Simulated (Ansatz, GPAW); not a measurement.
# Work function of a 13-layer slab of Fe(111) at several levels, part 2 of 2

How far do functional and basis move the work function of a 13-layer slab of Fe(111)?

GPAW 26.7.0 and Ansatz 0.2.0; Ansatz plane waves; slab in vacuum with a dipole correction, relaxation (the session's first sound run).

So far, upper work function (eV): step 2 (relaxing the atoms, PBE) 3.94; step 4 (self-consistent run: xc = "LDA") 4.34; step 5 (self-consistent run: xc = "revPBE") 3.78; step 6 (self-consistent run: xc = "vdW-DF2", GPAW, PAW setups, GPAW) 4.48; step 7 (self-consistent run: xc = "RPBE") 3.76.

## 8. OptPBE vdW: xc = "optPBE-vdW"

The same geometry under optPBE-vdW, to see how far the functional moves the levels against the vacuum (the van der Waals functionals take revPBE setups).

run.py

```python
import json
import numpy as np
from ase import Atoms
from gpaw import GPAW, PW

slab = Atoms(
    ['Fe', 'Fe', 'Fe', 'Fe', 'Fe', 'Fe', 'Fe', 'Fe', 'Fe', 'Fe', 'Fe', 'Fe', 'Fe'],
    positions=[
        [0.00000, 0.00000, 9.00000],
        [2.02940, 1.17167, 9.82850],
        [4.05879, 2.34335, 10.65700],
        [0.00000, 0.00000, 11.48549],
        [2.02940, 1.17167, 12.31399],
        [4.05879, 2.34335, 13.14249],
        [-0.00000, -0.00000, 13.93697],
        [2.02940, 1.17167, 14.76514],
        [4.05879, 2.34335, 15.56327],
        [-0.00000, -0.00000, 16.36996],
        [2.02940, 1.17167, 17.28331],
        [4.05879, 2.34335, 17.94215],
        [-0.00000, 0.00000, 18.69506]],
    cell=[[4.05879, 0.0, 0.0], [2.0294, 3.51502, 0.0], [0.0, 0.0, 27.94197]],
    pbc=[True, True, False],
    magmoms=[2.5, 2.5, 2.5, 2.5, 2.5, 2.5, 2.5, 2.5, 2.5, 2.5, 2.5, 2.5, 2.5])

slab.calc = GPAW(mode=PW(400), xc='optPBE-vdW', kpts={'size': (9, 9, 1), 'gamma': True},
                 occupations={'name': 'fermi-dirac', 'width': 0.1}, nbands='160%',
                 convergence={'density': 1e-05}, maxiter=200,
                 poissonsolver={'dipolelayer': 'xy'},
                 symmetry={'tolerance': 1e-3}, txt='slab.txt')
result = {}
energy = slab.get_potential_energy()
fermi = slab.calc.get_fermi_level()
v = slab.calc.get_electrostatic_potential().mean((0, 1)) - fermi
n = slab.calc.get_pseudo_density().mean((0, 1))
L = slab.cell[2, 2]
z = np.arange(len(v)) * L / len(v)
low, high = slab.positions[:, 2].min(), slab.positions[:, 2].max()
below, above = np.interp([low - 6.8, high + 6.8], z, v)
slopes = [np.interp(x, z, np.gradient(v, z)) for x in (low - 6.8, high + 6.8)]
eps = np.array([[slab.calc.get_eigenvalues(k, s) for k in range(len(slab.calc.get_ibz_k_points()))]
                for s in range(slab.calc.get_number_of_spins())]) - fermi
top, bottom = eps[eps < 0].max(), eps[eps > 0].min()
dipole = slab.get_dipole_moment()[2]
print(f'energy {energy:.4f} eV, Fermi level {fermi:.4f} eV, dipole {dipole:.5f} e A')
print(f'potential 6.8 A off the faces, from the Fermi level: lower {below:.4f} eV, upper {above:.4f} eV')
print(f'slope of the potential there: lower {slopes[0]:.5f}, upper {slopes[1]:.5f} eV/A')
print(f'nearest levels on the mesh: {top:.4f} and {bottom:.4f} eV')
print('magnetic moment', round(slab.get_magnetic_moment(), 3))
result.update(energy=energy, fermi=fermi, dipole=dipole, below=below, above=above, slopes=slopes, edges=[top, bottom],
              z=z.tolist(), v=v.tolist(), n=n.tolist(), positions=slab.positions.tolist(),
              forces=slab.get_forces(apply_constraint=False).tolist(), moments=slab.get_magnetic_moments().tolist())
json.dump(result, open('result.json', 'w'))
```

Started as:

```console
$ OMP_NUM_THREADS=1 OPENBLAS_NUM_THREADS=1 python run.py
```

Elapsed: 70 min, on 1 thread of Arm Neoverse N1, shared host; peak memory 0.91 GiB.

Numbers from this step:

```
dipole along the normal                    : -0.01021 e·Å
levels nearest the Fermi level on the mesh : -0.003794, 1.01e-4 eV from the Fermi level
upper work function                        : 4.201 eV
lower work function                        : 4.094 eV
sum of the site moments                    : 30.76 μB
```

The electrostatic potential energy of an electron (without an applied field's), less the Fermi level, planar mean oscillates, so the rows of the table below give means over windows of 1 Å about each position, cut where the curve ends. Its maxima inside the range that stand out by 2 % of the span (Å: eV): 10.2: -9.07, 11.1: -9.10, 11.9: -9.07, 12.7: -9.10, 13.6: -9.54, 14.4: -9.14, 15.1: -9.58, 16.0: -9.39, 16.8: -8.20. Its minima: 9.8: -10.1, 10.7: -10.2, 11.5: -10.2, 12.3: -10.1, 13.1: -10.3, 13.9: -10.3, 14.8: -10.3, 15.5: -10.4, 16.4: -9.93, 17.8: -12.0.

Electrostatic potential energy of an electron (without an applied field's), less the Fermi level, planar mean against z; means over each step:

z (Å), electrostatic potential energy of an electron (without an applied field's), less the Fermi level, planar mean (eV) and a bar from the least value:
```
        0        4.1 ##############################
        1        4.1 ##############################
        2        4.1 ##############################
        3        4.1 ##############################
        4        4.1 ##############################
        5        4.1 ##############################
        6        4.1 ##############################
        7        3.8 #############################
        8        1.8 #########################
        9       -7.1 ########
       10       -9.6 ###
       11       -9.7 ###
       12       -9.7 ###
       13       -9.7 ###
       14       -9.7 ###
       15       -9.9 ###
       16       -9.8 ###
       17       -9.6 ###
       18      -11.2 
       19       -4.8 #############
       20        3.0 ############################
       21        4.1 ##############################
       22        4.2 ##############################
       23        4.2 ##############################
       24        4.2 ##############################
       25        4.2 ##############################
       26        4.2 ##############################
       27        4.2 ##############################
```

The upper face's work function is 4.201 eV, against 3.947 eV in the first plane-wave PBE run at this geometry.

## 9. Real-space grid: mode = "fd"

A real-space grid is a second complete basis, so it checks the plane-wave result.

run.py: that of step 8 with these lines changed.

```diff
@@ -3,3 +3,3 @@
 from ase import Atoms
-from gpaw import GPAW, PW
+from gpaw import GPAW
 
@@ -25,3 +25,3 @@
 
-slab.calc = GPAW(mode=PW(400), xc='optPBE-vdW', kpts={'size': (9, 9, 1), 'gamma': True},
+slab.calc = GPAW(mode='fd', h=0.18, xc='PBE', kpts={'size': (9, 9, 1), 'gamma': True},
                  occupations={'name': 'fermi-dirac', 'width': 0.1}, nbands='160%',
```

It took 7 h on 1 thread; peak memory 3.4 GiB.

Numbers from this step:

```
dipole along the normal                    : -0.008079 e·Å
levels nearest the Fermi level on the mesh : -0.003137, 0.002838 eV from the Fermi level
upper work function                        : 3.943 eV
lower work function                        : 3.841 eV
sum of the site moments                    : 31.35 μB
```

The upper face's work function is 3.943 eV, against 3.947 eV in the first plane-wave PBE run at this geometry.

## 10. Cost and result by level

Times are for 1 thread of Arm Neoverse N1, shared host. The runs compared:

| no. | run | upper work function (eV) | lower work function (eV) | time | memory (GiB) |
| --- | --- | --- | --- | --- | --- |
| 1 | pw | 3.947 | 3.845 | 80 min | 0.63 |
| 2 | LDA | 4.336 | 4.219 | 77 min | 0.61 |
| 3 | revPBE | 3.783 | 3.687 | 74 min | 0.63 |
| 4 | vdW DF2 | 4.477 | 4.359 | 79 min | 0.91 |
| 5 | RPBE | 3.764 | 3.671 | 78 min | 0.63 |
| 6 | optPBE vdW | 4.201 | 4.094 | 70 min | 0.91 |
| 7 | fd | 3.943 | 3.841 | 7 h | 3.4 |

## 11. A second plane-wave code

A second program with its own datasets checks the number independently.

This step: Ansatz plane waves; slab in vacuum with a dipole correction (Ansatz 0.2.0).

input.yaml

```yaml
crystal:
  lattice:
    - [4.058792924, 0.0, 0.0]
    - [2.029396462, 3.5150177809, 0.0]
    - [0.0, 0.0, 27.9419716354]
  atoms:
    - { symbol: Fe, position: [0.0, 0.0, 0.3220960968], spin: 2.5 }
    - { symbol: Fe, position: [0.3333333333, 0.3333333333, 0.3517467473], spin: 2.5 }
    - { symbol: Fe, position: [0.6666666667, 0.6666666667, 0.3813973979], spin: 2.5 }
    - { symbol: Fe, position: [0.0, 0.0, 0.4110480484], spin: 2.5 }
    - { symbol: Fe, position: [0.3333333333, 0.3333333333, 0.4406986989], spin: 2.5 }
    - { symbol: Fe, position: [0.6666666667, 0.6666666667, 0.4703493495], spin: 2.5 }
    - { symbol: Fe, position: [0.0, 0.0, 0.4987827676], spin: 2.5 }
    - { symbol: Fe, position: [0.3333333333, 0.3333333333, 0.528421699], spin: 2.5 }
    - { symbol: Fe, position: [0.6666666667, 0.6666666667, 0.5569852181], spin: 2.5 }
    - { symbol: Fe, position: [0.0, 0.0, 0.5858555153], spin: 2.5 }
    - { symbol: Fe, position: [0.3333333333, 0.3333333333, 0.6185430096], spin: 2.5 }
    - { symbol: Fe, position: [0.6666666667, 0.6666666667, 0.6421218266], spin: 2.5 }
    - { symbol: Fe, position: [0.0, 0.0, 0.6690672706], spin: 2.5 }
magnetization:
  spin_polarized: true
kpoints:
  mp_grid: { grid: [9, 9, 1] }
hamiltonian:
  xc: pbe
scf:
  occupations: { method: fermi_dirac, width: 0.1 }
efield:
  axis: 3
  dipole_correction: true
  ramp_width: 0.05
output:
  forces: true
  write_potential: true
  write_density: true
  volumetric_format: npy
```

Started as:

```console
$ ansatz run input.yaml --threads 4 --pin off --max-ram 8192MiB --backend cpu --events-out ev --progress --plain --runs-dir out
```

Run time: 3.6 min. Hardware: 4 threads; peak memory 1.9 GiB; 13 min of CPU time.

This step gave:

```
upper work function     : 3.938 eV
lower work function     : 3.835 eV
dipole along the normal : -0.008085 e·Å
dipole field            : -0.003670 V/Å
vacuum level above      : 8.446 eV
vacuum level below      : 8.344 eV
```

Electrostatic potential energy of an electron (with the applied field's), less the Fermi level, planar mean against z:

| z (Å) | electrostatic potential energy of an electron (with the applied field's), less the Fermi level, planar mean (eV) |
| --- | --- |
| 0 | 3.88 |
| 1 | 3.83 |
| 2 | 3.83 |
| 3 | 3.83 |
| 4 | 3.83 |
| 5 | 3.83 |
| 6 | 3.82 |
| 7 | 3.67 |
| 8 | 2.11 |
| 9 | -7.21 |
| 10 | -9.38 |
| 11 | -9.80 |
| 12 | -9.72 |
| 13 | -9.43 |
| 14 | -9.29 |
| 15 | -9.91 |
| 16 | -10.0 |
| 17 | -9.32 |
| 18 | -11.2 |
| 19 | -4.86 |
| 20 | 3.10 |
| 21 | 3.86 |
| 22 | 3.93 |
| 23 | 3.94 |
| 24 | 3.94 |
| 25 | 3.94 |
| 26 | 3.94 |
| 27 | 3.94 |

The valence density, planar mean (density) oscillates, so the rows of the table below give means over windows of 1 Å about each position, cut where the curve ends. Its maxima inside the range that stand out by 2 % of the span (Å: e/Å³): 9.0: 1.47, 9.9: 1.53, 10.6: 1.55, 11.5: 1.56, 12.4: 1.55, 13.1: 1.56, 14.0: 1.57, 14.7: 1.55, 15.6: 1.58, 16.3: 1.53, 17.3: 1.65, 17.9: 1.69, 18.6: 1.51. Its minima: 9.5: 1.13, 10.2: 1.17, 11.1: 1.15, 11.9: 1.16, 12.7: 1.18, 13.5: 1.23, 14.4: 1.17, 15.1: 1.23, 16.0: 1.20, 16.9: 1.01, 17.6: 1.57, 18.3: 1.31.

The valence density, planar mean by z; means over each step:

| z (Å) | density (e/Å³) | rho spin (e/Å³) |
| --- | --- | --- |
| 5 | 5.9e-5 | 2.1e-5 |
| 6 | 6.0e-4 | 2.2e-4 |
| 7 | 0.00632 | 0.00234 |
| 8 | 0.104 | 0.0302 |
| 9 | 1.12 | 0.207 |
| 10 | 1.34 | 0.203 |
| 11 | 1.38 | 0.208 |
| 12 | 1.37 | 0.199 |
| 13 | 1.36 | 0.190 |
| 14 | 1.36 | 0.182 |
| 15 | 1.40 | 0.197 |
| 16 | 1.40 | 0.198 |
| 17 | 1.33 | 0.193 |
| 18 | 1.52 | 0.230 |
| 19 | 0.852 | 0.159 |
| 20 | 0.0361 | 0.0114 |
| 21 | 0.00305 | 8.7e-4 |
| 22 | 2.9e-4 | 7.3e-5 |
| 23 | 2.8e-5 | 6.1e-6 |

Force by atom:

| atom | x (eV/Å) | y (eV/Å) | z (eV/Å) | size |
| --- | --- | --- | --- | --- |
| Fe1 | 0.000 | 0.000 | 0.821 | 0.821 |
| Fe2 | 0.000 | 0.000 | 0.499 | 0.499 |
| Fe3 | 0.000 | 0.000 | -0.686 | 0.686 |
| Fe4 | 0.000 | 0.000 | -0.296 | 0.296 |
| Fe5 | 0.000 | 0.000 | -0.142 | 0.142 |
| Fe6 | 0.000 | 0.000 | -0.196 | 0.196 |
| Fe7 | 0.000 | 0.000 | 0.001 | 0.001 |
| Fe8 | 0.000 | 0.000 | -0.001 | 0.001 |
| Fe9 | 0.000 | 0.000 | 0.000 | 0.000 |
| Fe10 | 0.000 | 0.000 | -0.001 | 0.001 |
| Fe11 | 0.000 | 0.000 | -0.001 | 0.001 |
| Fe12 | 0.000 | 0.000 | 0.002 | 0.002 |
| Fe13 | 0.000 | 0.000 | 0.000 | 0.000 |

The upper face's work function is 3.938 eV, against 3.947 eV in the first plane-wave PBE run at this geometry.

## 12. Side by side

Results and costs are gathered.

This step: comparison of work functions, dipole and cost (GPAW 26.7.0).

Ladder, by row:

| step | code | work function, upper (eV) | work function, lower (eV) | dipole (e Å) | wall time (s) | peak memory (GiB) | threads |
| --- | --- | --- | --- | --- | --- | --- | --- |
| pw | GPAW | 3.947 | 3.845 | -0.009902 | 4820 | 0.63 | 1 |
| LDA | GPAW | 4.336 | 4.219 | -0.01106 | 4623 | 0.61 | 1 |
| revPBE | GPAW | 3.783 | 3.687 | -0.009406 | 4415 | 0.63 | 1 |
| vdW-DF2 | GPAW | 4.477 | 4.359 | -0.01111 | 4713 | 0.91 | 1 |
| RPBE | GPAW | 3.764 | 3.671 | -0.009149 | 4668 | 0.63 | 1 |
| optPBE-vdW | GPAW | 4.201 | 4.094 | -0.01021 | 4180 | 0.91 | 1 |
| fd | GPAW | 3.943 | 3.841 | -0.008079 | 25043 | 3.38 | 1 |
| ansatz | Ansatz | 3.938 | 3.835 | -0.008085 | 215 | 1.906 | 4 |

## 13. A changed run

One more run, with changed settings.

This step: GPAW, PAW setups; slab in vacuum (GPAW 26.7.0).

run.py: that of step 9 with these lines changed.

```diff
@@ -3,3 +3,3 @@
 from ase import Atoms
-from gpaw import GPAW
+from gpaw import GPAW, PW
 
@@ -22,8 +22,8 @@
     cell=[[4.05879, 0.0, 0.0], [2.0294, 3.51502, 0.0], [0.0, 0.0, 27.94197]],
-    pbc=[True, True, False],
+    pbc=[True, True, True],
     magmoms=[2.5, 2.5, 2.5, 2.5, 2.5, 2.5, 2.5, 2.5, 2.5, 2.5, 2.5, 2.5, 2.5])
 
-slab.calc = GPAW(mode='fd', h=0.18, xc='PBE', kpts={'size': (9, 9, 1), 'gamma': True},
+slab.calc = GPAW(mode=PW(400), xc='PBE', kpts={'size': (9, 9, 1), 'gamma': True},
                  occupations={'name': 'fermi-dirac', 'width': 0.1}, nbands='160%',
-                 convergence={'density': 1e-05}, maxiter=200,
+                 convergence={'density': 1e-05}, maxiter=75,
                  poissonsolver={'dipolelayer': 'xy'},
```

Started as:

```console
$ OMP_NUM_THREADS=1 OPENBLAS_NUM_THREADS=1 python run.py
```

It took 1.5 s on 1 thread; peak memory 0.2 GiB.

The input was rejected at the start.

The fault put into the input: a dipole layer in a cell that repeats along the normal (pbc_z = true).

## 14. Summary of results

| Item | Value |
| --- | --- |
| work function, upper and lower face | 3.947 and 3.845 eV |
| dipole along the normal | -0.00990 e Å |

What this shows: With plane waves and PBE the work function is 3.95 eV on the upper face and 3.84 eV on the lower. The two faces differ by 0.10 eV, the step that the slab's dipole makes (e p/(ε0 A) gives 0.13 eV), so the dipole layer is needed. The lowest atoms were held at bulk positions, which alone makes the faces unlike. The measured value for this face is 4.81 eV (as compiled in "Anisotropic work function of elemental crystals", 2019, arxiv:1902.07811); the relaxed upper face lies 0.86 eV under it with PBE, and vdW-DF2 comes nearest (4.48 eV). Measured work functions scatter by a tenth of an eV or more between methods. Over the sound runs of the table the upper face's work function spans 3.764 (RPBE) to 4.477 eV (vdW-DF2). The two plane-wave codes differ by 0.0097 eV on the upper face. One magnetic start was tried; another order may lie lower. The in-plane lattice was kept as typed, which isn't the functional's own and leaves some strain; spin-orbit coupling and temperature are left out.

[Logs are printed without paths, hosts, clocks, repeated set-up lines and the standing remarks that a program may print on its own settings, such as how far it seeks lower states.]

[Hosts, paths, dates, database ids (printed as entryN), source tags and the programs' standing remarks are cut or masked in the printed files.]
